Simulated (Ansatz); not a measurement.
# GaN (P6_3mc): the dielectric response against the k mesh, part 2 of 2

Aim: how dense a k mesh do ε∞ and the zone-centre modes of GaN (P6_3mc) need?

Ansatz 0.2.0; DFT LDA, scalar-relativistic, plane waves, PAW; PAW set soft_1.

So far. Step 3 (Tight relaxation): The largest force component left is 0.020 meV/Å and the pressure is -0.002 GPa, within the tolerances set. The cell now holds 11.05 Å³/atom. The relaxed cell has a = 3.152, c = 5.138 Å (conventional setting).

The database entry behind the starting cell differs from other determinations of this structure, so it need not match the best structure at room temperature.

## (4) Response on one mesh, 4×4×2

Phonons follow from the second derivative of the energy, found here by linear response.

The response is solved on 4×4×2 k points.

The input, input.yaml:

```yaml
crystal:
  lattice:
    - [3.1516497526, 0.0, 0.0]
    - [-1.5758248763, 2.7294087496, 0.0]
    - [0.0, 0.0, 5.138302942]
  atoms:
    - { symbol: "N", position: [0.3333333333, 0.6666666667, 0.3756990712] }
    - { symbol: "N", position: [0.6666666667, 0.3333333333, 0.8756990712] }
    - { symbol: Ga, position: [0.3333333333, 0.6666666667, -0.0006990712] }
    - { symbol: Ga, position: [0.6666666667, 0.3333333333, 0.4993009288] }
kpoints:
  mp_grid: { grid: [4, 4, 2] }
hamiltonian:
  xc: lda
  pseudopotentials: { kind: paw, azcp: { folder: soft_1 }, xc_functional: pbe }
scf:
  occupations: { method: fixed }
output:
  eigenvalues: true
phonons:
  method: dfpt
  dielectric: true
  rigid_motions: translations
  field_mesh: kpoints
```

Launch:

```sh
ansatz run input.yaml --threads 8 --pin off --max-ram 16384MiB --backend cpu --events-out ev --progress --plain --runs-dir out
```

Standard output:

```text
[...]
Crystal: 4 atoms, lattice volume = 44.200 Å³
Basis set: ecut = 420 eV, 845 PW (Γ), exchange–correlation on 48×48×72 points (8 copies of the dense FFT grid, shifted against one another)
Bands: 22, of which v1, the nominal top of the filled ones, is band 18 counted from 1 (17 counted from 0)
Symmetry: 12 space group operations
k-points: 14 of 32 (irreducible under 2 space group operations, time reversal used)
[...]
SCF iter   1: F=—  HF=-8165.469347 eV  |F-HF|=—  |Δ(HF+E_count)|=         —  Δρ=1.08e-1  dr2=4.56e0  ethr=3.10e-3  ⟨swp⟩=4.0  Hψ=1092  notcnv=0  defer=3
[...]
SCF iter  10: F=-8164.130955 eV  HF=-8164.130955 eV  |F-HF|=4.55e-12  |Δ(HF+E_count)|=  4.00e-11  Δρ=2.55e-7  dr2=2.21e-11  ethr=1.00e-12  ⟨swp⟩=6.5  Hψ=1668  notcnv=0
SCF 1 converged in 10 iterations: F = -8164.130955 eV  dr2 = 2.21e-11
[...]
NSCF: frozen V_eff on 2 k-points
DFPT response loops at Γ: preconditioner auto → Resta (q_TF=auto, 2.637 Å⁻¹)  ε∞=5.3 (no band partly filled); β = 1.00, the filter's whole step (`scf.mixing.beta` (0.50) is not read by the response loops at its default; to damp them type it under 1.00, their step now; it binds the ground state too); Broyden in place of MSR1
WARN: field response: the 4×4×2 k-mesh looks too coarse for the field response at k = (0.0000, 0.0000, 0.0000), direct gap 2.122 eV: take ε∞, Z* and everything formed from them as unconverged in the mesh. The response there varies over an interband length of 1.31 Å as this mesh's differences read it, which a coarse mesh reads short; the mesh's real-space period, 10.3 Å, is under 14 times that, 18.4 Å: field_mesh: auto, beside no phonons.dynamical_quadrupoles, solves it inside a basis that this mesh spans and, under method: fd, where it gets none, on a denser mesh; else type a denser kpoints.mp_grid, and compare
SCF converged after 10 iterations
Free energy (F): -8164.130955 eV
[...]
Internal energy: -8164.130955 eV  (E = F + TS)
E sigma→0 (E₀):  -8164.130955 eV
Fermi energy:    9.852656 eV
[...]
--- Band table (eV; the first three rows and the last of 14) ---
  k-point 0: bands = [... 14 lower, 8.7658, 9.7965, 9.8527, 9.8527, 11.9744, 14.2081, 19.0616, 19.7438]
  k-point 1: bands = [... 14 lower, 9.2952, 9.2952, 9.2952, 9.2952, 14.2373, 14.2373, 18.3070, 18.3070]
  k-point 2: bands = [... 14 lower, 6.9494, 7.7631, 9.0876, 9.3269, 14.2596, 15.8340, 17.1840, 18.3866]
  k-point 13: bands = [... 14 lower, 6.2754, 6.2754, 8.1087, 8.1087, 15.7116, 15.7116, 17.8760, 17.8760]
--- Phonons (Γ-DFPT): 4 representative perturbations + reference, on 14 of 32 k-points (Σ response iterations 13) ---
  k mesh reduced under 2 symmetry operations, with k and −k counted as one. Each operation leaves every solved perturbation unchanged. A smaller set is not considered because the run solves the response to a homogeneous field
  ASR residual: 1.857e-4 → 0.000e0 eV/Å²; symmetrization residual: 5.662e-6 eV/Å²
  ASR residual per site (eV/Å²): 1.86e-4 1.86e-4 5.22e-5 5.22e-5
  Γ frequencies (cm⁻¹): 0.00 0.00 0.00 139.98 139.98 336.92 538.24 561.59 561.59 567.14 567.14 695.76
  ε∞ (high-frequency dielectric tensor):
        5.244260     0.000000     0.000000
       -0.000000     5.244260     0.000000
       -0.000000     0.000000     5.379515
  ε⁰ (static dielectric tensor: ions relaxed, cell fixed):
        9.252732     0.000000    -0.000000
        0.000000     9.252732     0.000000
       -0.000000     0.000000    10.242227
  ε⁰ − ε∞ (ionic part):
        4.008472     0.000000    -0.000000
        0.000000     4.008472     0.000000
       -0.000000     0.000000     4.862712
  softest optical mode at Γ: 139.98 cm⁻¹; the repairs (sum rule, projections) moved no ω² at Γ by more than (2.22 cm⁻¹)²
  Born effective charges Z* (e; rows j = field, columns β = displacement):
    site 0:
        -2.57346    0.00000   -0.00000
         0.00000   -2.57346   -0.00000
        -0.00000   -0.00000   -2.71658
    site 1:
        -2.57346   -0.00000    0.00000
         0.00000   -2.57346   -0.00000
         0.00000   -0.00000   -2.71658
    site 2:
         2.57346    0.00000   -0.00000
        -0.00000    2.57346    0.00000
        -0.00000    0.00000    2.71658
    site 3:
         2.57346   -0.00000    0.00000
        -0.00000    2.57346    0.00000
         0.00000    0.00000    2.71658
  Z* charge neutrality: 2.872e-5 e pre-enforcement
  k-mesh period / interband length: 10.3 Å / 1.31 Å = 7.82 at k = (0.0000, 0.0000, 0.0000), direct gap 2.122 eV — UNDER 14: by this measure the k-mesh is too coarse for the response
  optical modes at Γ without the LO–TO term, one row a degenerate level:
      ω (cm⁻¹)  modes    IR ((D/Å)²/amu)
        139.98      2             0.0000
        336.92      1             0.0000
        538.24      1            29.1941
        561.59      2            52.3983
        567.14      2             0.0000
        695.76      1             0.0000
  optical modes at Γ + LO–TO along q̂ = [1.0000, 0.0000, 0.0000]:
      ω (cm⁻¹)  modes    IR ((D/Å)²/amu)
        139.98      2             0.0000
        336.92      1             0.0000
        538.24      1            29.1941
        561.59      1            26.1992
        567.14      2             0.0000
        695.76      1             0.0000
        745.96      1            26.1992
  optical modes at Γ + LO–TO along q̂ = [0.0000, 1.0000, 0.0000]:
      ω (cm⁻¹)  modes    IR ((D/Å)²/amu)
        139.98      2             0.0000
        336.92      1             0.0000
        538.24      1            29.1941
        561.59      1            26.1992
        567.14      2             0.0000
        695.76      1             0.0000
        745.96      1            26.1992
  optical modes at Γ + LO–TO along q̂ = [0.0000, 0.0000, 1.0000]:
      ω (cm⁻¹)  modes    IR ((D/Å)²/amu)
        139.98      2             0.0000
        336.92      1             0.0000
        561.59      2            52.3983
        567.14      2             0.0000
        695.76      1             0.0000
        742.68      1            29.1941
```

Run time: 4.7 s. Hardware: 8 threads of Arm Neoverse N1, shared host; peak memory 0.4 GiB; 28 s of CPU time.

A gap read on the k-mesh alone can miss the band edges.

Numbers from this step:

```yaml
gap_on_the_k_mesh: 2.122 eV
sum_rule_residual_before_enforcement: 1.86e-4 eV/Å²
miss_of_the_charge_sum_rule: 2.87e-5 e
point_group: 6mm
highest_optical_mode_at_the_zone_centre_no_lo_to_term: 695.8 cm⁻¹
lowest_optical_zone_centre_mode: 140.0 cm⁻¹
mean_high_frequency_dielectric_constant: 5.289
largest_born_charge_third_of_the_trace: -2.621 e
mean_static_dielectric_constant: 9.583
top_of_the_zone_centre_spectrum_with_the_field: 746.0 cm⁻¹
```

Without the LO-TO term the lowest optical mode is real, 140 cm⁻¹, and the highest lies at 695.8 cm⁻¹.

## (5) Response on one mesh, 16×16×8

The response is solved on 16×16×8 k points.

input.yaml, as its differences from that of step 4:

```diff
@@ -11,3 +11,3 @@
 kpoints:
-  mp_grid: { grid: [4, 4, 2] }
+  mp_grid: { grid: [16, 16, 8] }
 hamiltonian:
```

Standard output:

```text
[...]
Crystal: 4 atoms, lattice volume = 44.200 Å³
Basis set: ecut = 420 eV, 845 PW (Γ), exchange–correlation on 48×48×72 points (8 copies of the dense FFT grid, shifted against one another)
Bands: 22, of which v1, the nominal top of the filled ones, is band 18 counted from 1 (17 counted from 0)
Symmetry: 12 space group operations
k-points: 554 of 2048 (irreducible under 2 space group operations, time reversal used)
[...]
optical modes at Γ + LO–TO along q̂ = [1.0000, 0.0000, 0.0000]:
      ω (cm⁻¹)  modes    IR ((D/Å)²/amu)
[...]
optical modes at Γ + LO–TO along q̂ = [0.0000, 1.0000, 0.0000]:
      ω (cm⁻¹)  modes    IR ((D/Å)²/amu)
[...]
optical modes at Γ + LO–TO along q̂ = [0.0000, 0.0000, 1.0000]:
      ω (cm⁻¹)  modes    IR ((D/Å)²/amu)
[...]
560.35      2            52.9150
        569.47      2             0.0000
        698.05      1             0.0000
        730.79      1            29.3157
[key lines of the parts left out:]
SCF converged after 10 iterations
Free energy (F): -8164.198082 eV
Fermi energy:    9.827768 eV
```

The job ended after 2.2 min (8 threads; peak memory 2.4 GiB).

This step gave:

| Property | Result |
| --- | --- |
| gap on the k-mesh | 2.134 eV |
| sum-rule residual before enforcement | 2.22e-4 eV/Å² |
| miss of the charge sum rule | 2.75e-5 e |
| highest optical mode at the zone centre (no LO-TO term) | 698.0 cm⁻¹ |
| lowest optical zone-centre mode | 139.8 cm⁻¹ |
| mean high-frequency dielectric constant | 5.677 |
| largest Born charge (third of the trace) | -2.631 e |
| mean static dielectric constant | 10.01 |
| top of the zone-centre spectrum with the field | 735.6 cm⁻¹ |

Without the LO-TO term the lowest optical mode is real, 140 cm⁻¹, and the highest lies at 698.0 cm⁻¹.

For the mean high-frequency dielectric constant, step 4 gave 5.29; this run, with k-mesh 16×16×8 and k divisions 16, gives 5.68 (+7 %).

## (6) The series together

The members are set side by side, also those not shown above.

One cell throughout; the field response is solved on the k mesh of the run itself. The axis is the Cartesian z axis of the cell. The response against the k mesh:

| k divisions along a1 | ε∞ along the axis | ε∞ across the axis | ε0 along the axis | ε0 across the axis | largest Born charge (e) | top mode with the field, q along x, y or z (cm⁻¹) | mode 12 B1 (cm⁻¹) |
| --- | --- | --- | --- | --- | --- | --- | --- |
| 4 | 5.38 | 5.244 | 10.24 | 9.253 | 2.621 | 746 | 695.8 |
| 6 | 5.635 | 5.503 | 10.51 | 9.56 | 2.629 | 738.7 | 698.2 |
| 8 | 5.74 | 5.584 | 10.62 | 9.648 | 2.631 | 736.6 | 698 |
| 10 | 5.771 | 5.607 | 10.65 | 9.672 | 2.631 | 736 | 698.1 |
| 12 | 5.784 | 5.615 | 10.66 | 9.681 | 2.631 | 735.8 | 698 |
| 14 | 5.79 | 5.618 | 10.67 | 9.684 | 2.631 | 735.7 | 698 |
| 16 | 5.792 | 5.62 | 10.67 | 9.685 | 2.631 | 735.6 | 698 |

## (7) Results

```
members                                                : 7
last mode of the table (no LO-TO term), 4 k divisions  : 695.8 cm⁻¹
last mode of the table (no LO-TO term), 16 k divisions : 698.0 cm⁻¹
```

What this shows: ε∞ along z, the slower component, goes from 5.38 at 4 divisions to 5.79 at 16; from 8 divisions on it stays within 1 % of the last value. The highest mode without the field stays within 1 cm⁻¹ of its last value from 6 divisions on. The top mode with the field moves by -10.3 cm⁻¹ over the series. So the field response needs the denser mesh. These are harmonic frequencies at zero temperature: anharmonic shifts, linewidths and thermal expansion are left out. The PAW files were made for PBE and are used here under another functional, an approximation that was not tested in this session. Only the zone centre was solved, so an instability at another wavevector cannot show here.

[Long decimals in the printed logs are rounded to 6 places.]

[Logs are printed without paths, hosts, clocks, repeated set-up lines and the standing remarks that a program may print on its own settings, such as how far it seeks lower states.]

[Hosts, paths, dates, database ids (printed as entryN), source tags and the programs' standing remarks are cut or masked in the printed files.]
